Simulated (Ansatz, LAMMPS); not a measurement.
# Structural relaxation of amorphous poly(phenylene vinylene) with methanol (capped chains of 2 units), from a frame at 400 K (168 atoms)

Wanted: the relaxed structure of amorphous poly(phenylene vinylene) with methanol (capped chains of 2 units), from a frame at 400 K (168 atoms) and its electronic structure.

Program: Ansatz 0.2.0. Level of theory: Kohn-Sham DFT, PBEsol, PAW (set soft_2), plane waves. Results are calculated unless marked as measured.

**1. Set-up**

The cell holds 168 atoms: 76 C, 88 H and 4 O. Cell: a = 12.095 Å, b = 12.095 Å, c = 12.095 Å, α = 90.0°, β = 90.0°, γ = 90.0°. 4 poly(phenylene vinylene) chains of 2 units with methyl end groups, 4 methanol placed at random, at 1 g/cm³; overlaps pushed apart, then 20 ps at 800 K with MMFF94 bonds, angles, torsions, charges and radii (Halgren, J. Comput. Chem. 17, 490 (1996)) in harmonic and 12-6 forms. Snapshot after 30 ps at 400 K and fixed volume.

Limits known from the start: The network of contacts between molecules at the start is that of the classical potential that made the cell. The functional has no dispersion term, which matters for the binding between molecules or layers. The density was typed from a rule of thumb and may lie off the real one at this temperature. Only the Γ point is sampled, in a cell whose shortest periodic width is 12 Å.

**2. How the cell was made**

A classical potential makes the cell, at a small fraction of what the same run would cost in DFT.

This step: classical MD, MMFF94 bonds, angles, torsions, charges and radii (Halgren, J. Comput. Chem. 17, 490 (1996)) in harmonic and 12-6 forms; charges of ions scaled by 0.8 (LAMMPS 22 Jul 2025 - Update 4).

Contents of in.lmp:

```
# amorphous poly(phenylene vinylene) with methanol
units real
atom_style full
boundary p p p
bond_style harmonic
angle_style harmonic
dihedral_style opls
improper_style harmonic
special_bonds lj 0 0 0.5 coul 0 0 0.75
read_data data.lmp
neigh_modify delay 0 every 1 check yes one 4000
comm_modify cutoff 12.0
timestep 0.5
thermo_style custom step time temp pe press density
thermo_modify norm yes
# push overlapping molecules apart
pair_style soft 2.6
pair_coeff * * 0.0
variable a equal ramp(1,60)
fix ad all adapt 1 pair soft a * * v_a
velocity all create 800 604511 mom yes dist gaussian
fix lim all nve/limit 0.03
fix lan all langevin 800 800 50 604512 zero yes
thermo 1000
run 3000 post no
unfix ad
pair_style lj/cut/coul/long 9.0
pair_modify mix arithmetic tail yes
pair_coeff 1 1 0.0678 3.3680   # C
pair_coeff 2 2 0.0678 3.5860   # C
pair_coeff 3 3 0.0216 2.5400   # H
pair_coeff 4 4 0.0763 3.0430   # O
pair_coeff 5 5 0.0100 1.2000   # H
kspace_style pppm 1.0e-4
# [... 17 lines left out ...]
compute msd all msd com yes
thermo 7500
fix md all nvt temp 400 400 100
run 30000 post no
print "== T400: mean square displacement over the hold $(c_msd[4]:%.2f) A^2"
unfix md
uncompute msd
write_dump all custom T400.dump id type xs ys zs modify sort id
```

On the command line:

```
> lmp -in in.lmp -log none -nocite
```

Numbers of over 12 decimals in the logs are rounded to 6 here.

Output:

```text
LAMMPS (22 Jul 2025 - Update 4)
Reading data file ...
  orthogonal box = (0 0 0) to (12.095 12.095 12.095)
  168 atoms
  orthogonal box = (0 0 0) to (12.095 12.095 12.095)
  168 bonds
  268 angles
  332 dihedrals
  64 impropers
   Step          Time           Temp          PotEng         Press         Density
         0   0              800            0.64340717    -12485.879      0.99999901
      1000   500            637.1172       2.1010445      22464.64       0.99999901
      2000   1000           670.96298      2.2351843      28372.583      0.99999901
      3000   1500           667.59482      2.3972041      23661.95       0.99999901
[... 30 lines left out ...]
   Step          Time           Temp          PotEng         Press         Density
[... 4 lines left out ...]
Loop time of 11.8999 s on 1 MPI rank(s) for 20000 steps with 168 atoms
   Step          Time           Temp          PotEng         Press         Density
[... 2 lines left out ...]
     52500   51500          487.86367      0.93418853     587.0907       0.99999901
     60000   59000          391.62647      1.0207526      10643.519      0.99999901
     67500   66500          439.32097      0.9857688      2539.4175      0.99999901
     72000   71000          395.80627      0.86541578     4026.9044      0.99999901
Loop time of 17.3408 s on 1 MPI rank(s) for 30000 steps with 168 atoms
== T400: mean square displacement over the hold 13.18 A^2
```

Run time: 43 s. Hardware: 1 thread of Arm Neoverse V2, shared host; peak memory 0.12 GiB.

The input also reads data.lmp (atoms, bonds and types; not printed here).

**3. Single point at the start**

The forces at the start show how far the geometry lies from a minimum of this functional.

Contents of input.yaml:

```yaml
crystal:
  lattice:
    - [12.095, 0.0, 0.0]
    - [0.0, 12.095, 0.0]
    - [0.0, 0.0, 12.095]
  atoms:
    - { symbol: C, position: [0.96182, 0.10164, 0.31395] }
    - { symbol: C, position: [0.85928, 0.05757, 0.36811] }
    - { symbol: C, position: [0.76832, 0.02482, 0.30546] }
    - { symbol: C, position: [0.6792, 0.97616, 0.35988] }
    - { symbol: C, position: [0.68152, 0.95282, 0.47291] }
    - { symbol: C, position: [0.77544, 0.98745, 0.53242] }
    - { symbol: C, position: [0.86365, 0.03888, 0.48219] }
    - { symbol: C, position: [0.58538, 0.90137, 0.51746] }
    - { symbol: C, position: [0.57006, 0.90298, 0.62595] }
    - { symbol: C, position: [0.4676, 0.85895, 0.66136] }
    - { symbol: C, position: [0.4265, 0.75701, 0.62022] }
    - { symbol: C, position: [0.33782, 0.69629, 0.66929] }
    - { symbol: C, position: [0.28022, 0.74802, 0.75211] }
    - { symbol: C, position: [0.31547, 0.85598, 0.78975] }
    - { symbol: C, position: [0.40894, 0.9067, 0.74958] }
    - { symbol: C, position: [0.18408, 0.70132, 0.806] }
    - { symbol: C, position: [0.12616, 0.60964, 0.7685] }
    - { symbol: C, position: [0.03224, 0.57065, 0.83993] }
    - { symbol: H, position: [0.97719, 0.04099, 0.24578] }
    - { symbol: H, position: [0.94662, 0.18126, 0.28454] }
    - { symbol: H, position: [0.03408, 0.10654, 0.36745] }
    - { symbol: H, position: [0.76586, 0.04478, 0.21645] }
    - { symbol: H, position: [0.59915, 0.96692, 0.31675] }
    - { symbol: H, position: [0.77668, 0.99333, 0.62049] }
    - { symbol: H, position: [0.93347, 0.07243, 0.52666] }
    - { symbol: H, position: [0.52989, 0.86555, 0.45358] }
    - { symbol: H, position: [0.6187, 0.94173, 0.68872] }
    - { symbol: H, position: [0.47526, 0.70906, 0.55837] }
    - { symbol: H, position: [0.30986, 0.61531, 0.64913] }
    - { symbol: H, position: [0.26888, 0.894, 0.85984] }
    - { symbol: H, position: [0.43045, 0.98649, 0.7903] }
    - { symbol: H, position: [0.16476, 0.74287, 0.88293] }
    [... 130 atom lines left out ...]
    - { symbol: C, position: [0.27562, 0.1607, 0.47057] }
    - { symbol: O, position: [0.27991, 0.2615, 0.5206] }
    - { symbol: H, position: [0.20041, 0.15764, 0.41746] }
    - { symbol: H, position: [0.35266, 0.1426, 0.42794] }
    - { symbol: H, position: [0.2705, 0.09106, 0.52972] }
    - { symbol: H, position: [0.20292, 0.2728, 0.54301] }
kpoints:
  mp_grid: { grid: [1, 1, 1] }
hamiltonian:
  xc: pbesol
scf:
  occupations: { method: gaussian, width: 0.05 }
output:
  forces: true
  stress: true
  populations: true
  dos:
    method: { smearing: { sigma: 0.08 } }
    de: 0.1
    projected: { site_lists: { C: [C], H: [H], O: [O] } }
  eigenvalues: true
```

On the command line:

```
> ansatz run input.yaml --threads 4 --pin off --max-ram 8192MiB --backend cpu --events-out ev --progress --plain --runs-dir out
```

Output:

```text
Engine: ansatz 0.2.0, aarch64-unknown-linux-gnu
Pseudopotentials: kind: paw
Pseudopotential: C, paw, valence charge 4, recommended cutoff 420 eV (normal), C.paw.azcp
Pseudopotential: H, paw, valence charge 1, recommended cutoff 420 eV (normal), H.paw.azcp
Pseudopotential: O, paw, valence charge 6, recommended cutoff 420 eV (normal), O.paw.azcp
Functional definition: PBEsol
  exchange = pbesol_x
  correlation = pbesol_c
Crystal: 168 atoms, lattice volume = 1769.366 Å³
Basis set: ecut = 420 eV, 34505 PW (Γ), exchange–correlation on 162×162×162 points (8 copies of the dense FFT grid, shifted against one another)
Bands: 376, of which v1, the nominal top of the filled ones, is band 208 counted from 1 (207 counted from 0)
Symmetry: 1 space group operations
Space group: P1 (ITA 1), of the structure as read, at distance tolerance 1.2e-4 Å
k-points: 1
Non-local potential: C, projectors of the file, l = 0: 2, l = 1: 2, l = 2: 1
Non-local potential: H, projectors of the file, l = 0: 2, l = 1: 1
Non-local potential: O, projectors of the file, l = 0: 2, l = 1: 2, l = 2: 1
PAW form: soft (Blöchl's): semilocal exchange-correlation on the pseudo side does not see the compensation charge
PAW frozen core: C, regenerated for the run's functional, and the local potential with it (the file was generated under x = pbe(κ = 0.804, μ = 0.219515), c = pbe(β = 0.066725))
PAW frozen core: O, regenerated for the run's functional, and the local potential with it (the file was generated under x = pbe(κ = 0.804, μ = 0.219515), c = pbe(β = 0.066725))
PAW one-centre angular grid: C, 110 points (default); XC on 64 Gauss nodes
PAW one-centre angular grid: H, 110 points (default); XC on 64 Gauss nodes
PAW one-centre angular grid: O, 110 points (default); XC on 64 Gauss nodes
Initial density: superposition of atomic densities (neutral atoms: chi_scale 0, normalization atom), corrected by the library's trained network
Initial wavefunctions: pseudopotential atomic-orbital guess
Functional: x = pbesol(κ = 0.804, μ = 0.123457), c = pbesol(β = 0.046)
SCF iter   1: F=—  HF=-22360.746980 eV  |F-HF|=—  |Δ(HF+E_count)|=         —  Δρ=5.05e-3  dr2=5.11e-1  ethr=1.77e-3  ⟨swp⟩=5.0  Hψ=1555  notcnv=0  defer=146
preconditioner: auto → Resta (q_TF=auto, 2.143 Å⁻¹)  ε∞=2.5  [insulator: Δε(μ)=2.256 eV  Ē_g=14.787 eV  σ=0.050 eV  W_gap=1.00  n_scr=304 (ndim 8)  ℏωp=17.8 eV  f_vac=0.211  D(μ)=0.00/eV (n_scr^D=0)  ε∞_Penn≈2.5]
SCF iter   2: F=—  HF=-22360.676799 eV  |F-HF|=—  |Δ(HF+E_count)|=   7.02e-2  Δρ=2.40e-3  dr2=1.02e-1  ethr=1.23e-4  ⟨swp⟩=3.0  Hψ=598  notcnv=0  defer=163
SCF iter   3: F=—  HF=-22360.687145 eV  |F-HF|=—  |Δ(HF+E_count)|=   1.03e-2  Δρ=7.80e-4  dr2=1.82e-2  ethr=2.45e-5  ⟨swp⟩=2.0  Hψ=373  notcnv=0  defer=163
SCF iter   4: F=—  HF=-22360.690023 eV  |F-HF|=—  |Δ(HF+E_count)|=   2.88e-3  Δρ=2.69e-4  dr2=2.33e-3  ethr=4.37e-6  ⟨swp⟩=2.0  Hψ=407  notcnv=0  defer=163
SCF iter   5: F=—  HF=-22360.691309 eV  |F-HF|=—  |Δ(HF+E_count)|=   1.29e-3  Δρ=1.38e-4  dr2=5.33e-4  ethr=5.59e-7  ⟨swp⟩=2.0  Hψ=413  notcnv=0  defer=163
SCF iter   6: F=—  HF=-22360.691499 eV  |F-HF|=—  |Δ(HF+E_count)|=   1.90e-4  Δρ=4.64e-5  dr2=5.21e-5  ethr=1.28e-7  ⟨swp⟩=2.0  Hψ=413  notcnv=0  defer=163
SCF iter   7: F=—  HF=-22360.694068 eV  |F-HF|=—  |Δ(HF+E_count)|=   2.57e-3  Δρ=2.04e-5  dr2=9.49e-6  ethr=1.25e-8  ⟨swp⟩=2.0  Hψ=573  notcnv=0  defer=164
SCF iter   8: F=—  HF=-22360.694073 eV  |F-HF|=—  |Δ(HF+E_count)|=   4.67e-6  Δρ=6.30e-6  dr2=8.82e-7  ethr=2.28e-9  ⟨swp⟩=2.0  Hψ=407  notcnv=0  defer=164
SCF iter   9: F=—  HF=-22360.694074 eV  |F-HF|=—  |Δ(HF+E_count)|=   9.80e-7  Δρ=3.06e-6  dr2=2.42e-7  ethr=2.12e-10  ⟨swp⟩=2.0  Hψ=418  notcnv=0  defer=164
SCF iter  10: F=-22360.694074 eV  HF=-22360.694074 eV  |F-HF|=2.02e-8  |Δ(HF+E_count)|=   1.25e-7  Δρ=9.66e-7  dr2=2.35e-8  ethr=2.40e-11  ⟨swp⟩=17.0  Hψ=2664  notcnv=0
SCF 1 converged in 10 iterations: F = -22360.694074 eV  dr2 = 2.35e-8
  greatest PAW one-centre occupation: 0.864 electrons in one spin orbital (limit 2), on the O atom at site 163 (counted from 0), in its partial waves of l = 0
SCF converged after 10 iterations
Free energy (F): -22360.694074 eV
Harris-Foulkes:  -22360.694074 eV  (|F-HF|=2.02e-8)
Internal energy: -22360.694074 eV  (E = F + TS)
E sigma→0 (E₀):  -22360.694074 eV
Fermi energy:    1.392188 eV
--- Per-component energies (eV) ---
  E_band       = -2959.808345
  E_kinetic    = 8819.332226
  E_local      = -26355.578349  (includes V_loc(G=0)·N_el)
  E_nonlocal   = 2441.274491
  E_hartree    = 9365.312255
  E_xc         = -4672.217339
  E_vxc        = -5858.890598  (∫ρ·V_xc dr)
  E_paw        = -7918.101170  (= ΣΔE_a)
  E_vpaw       = -736.462722  (= ΣTr[D̂ρ^β])
  E_aug_tail   = -0.108257  (compensation charges beyond the density's cutoff)
  E_ewald      = -4042.352722
  E_core_change = 1.744790  (= ΣΔE_core)
  E_smearing   = -0.000000  (= −TS)
  E_closure    = 0.000000  (closes the sum)
  Σ components = -22360.694074   (vs F -22360.694074, Δ=0.00e0)
--- Forces (eV/Å), atoms counted from 1 ---
  atom   1  C     -0.44248217    -2.16639502    -0.17165551
  atom   2  C      1.35169768    -0.29617612     0.13239258
  atom   3  C     -0.27362949     0.36159743     0.31972842
  atom   4  C     -0.03972002     0.34585674    -0.78844506
  atom   5  C      0.90358108     0.40581217    -0.98766332
  atom   6  C     -0.24041211     0.58247332    -0.10899325
  atom   7  C     -1.02172921     0.08023700    -1.14520835
  atom   8  C      1.52076274     0.47531719    -0.72996131
  atom   9  C     -1.93550964    -0.57811960    -0.44229157
  atom  10  C     -1.44536814    -1.52385961     1.31490606
  atom  11  C     -0.12079751    -1.69208811     0.17818315
  atom  12  C      1.33320355     2.42243736    -0.60542003
  atom  13  C     -0.48031054     1.92624717     1.28840713
  atom  14  C     -0.71330073    -1.13248148     0.33930737
[...]
atom 167  H     -0.27197119    -0.06128569     0.21546975
  atom 168  H      0.23374883     0.56480976     0.18442043
  max |Σ_I F_I| component: 5.39e-5 eV/Å
--- Stress (GPa, compression-positive) ---
        4.159029      -0.473680       0.060788
       -0.473680       1.197214       0.190702
        0.060788       0.190702       4.172412
  P = ⅓ Tr σ = 3.1762 GPa (31.762 kbar)
--- Band table (eV) ---
  k-point 0: bands = ["-21.1599", "-20.8574", "-20.2637", "-19.6969", [... 360 levels ...], "11.0636", "11.0752", "11.1765", "11.2205", "11.2493", "11.2765", "11.3160", "11.3261", "11.3430", "11.3844", "11.4414", "11.4749"]
--- Löwdin populations: 168 sites ---
  site symbol       q [e]
     0      C      4.4853
     1      C      3.9295
     2      C      4.1608
[...]
167      H      0.6076
  spilling = 0.011884 (of n_electrons = 416.000000)
```

It took 28 s on 4 threads of Arm Neoverse V2, shared host; peak memory 2.1 GiB.

Read from the output:

* free energy: -22360.6941 eV
* free energy per atom: -133.0994 eV/atom
* SCF cycles: 10
* pressure: 3.176 GPa
* r.m.s. force component: 1.104 eV/Å
* longest force: 6.348 eV/Å
* Fermi energy: 1.392 eV
* gap (highest filled to lowest empty level): 2.138 eV
* spilling of the projection: 0.01188

The r.m.s. force component of 1.1 eV/Å and the pressure of 3.2 GPa set the starting point.

Neighbours are counted within 1.34 Å (H-C), 1.21 Å (H-O), 1.85 Å (C-C), 1.73 Å (C-O).

Length of the force by element and coordination:

```
element  coordination  atoms  mean length of the force (eV/Å)  spread  least  most
      C           all     76                             2.22    1.10  0.462  6.35
      C             3     64                             2.24    1.16  0.462  6.35
      C             4     12                             2.11   0.721  0.927  3.68
      H           all     88                             1.04   0.652  0.111  3.19
      O           all      4                             1.83   0.338   1.36  2.29
```

(Continued in part 2 of 3.)

[Logs are printed without paths, hosts, clocks, repeated set-up lines and the standing remarks that a program may print on its own settings, such as how far it seeks lower states.]

[Hosts, paths, dates, database ids (printed as entryN), source tags and the programs' standing remarks are cut or masked in the printed files.]

[The MMFF94 radii named for the starting cell were scaled by 0.96; in molecules described by MMFF94, hydrogen bound to N, O or S took a small fixed 12-6 site in their place.]
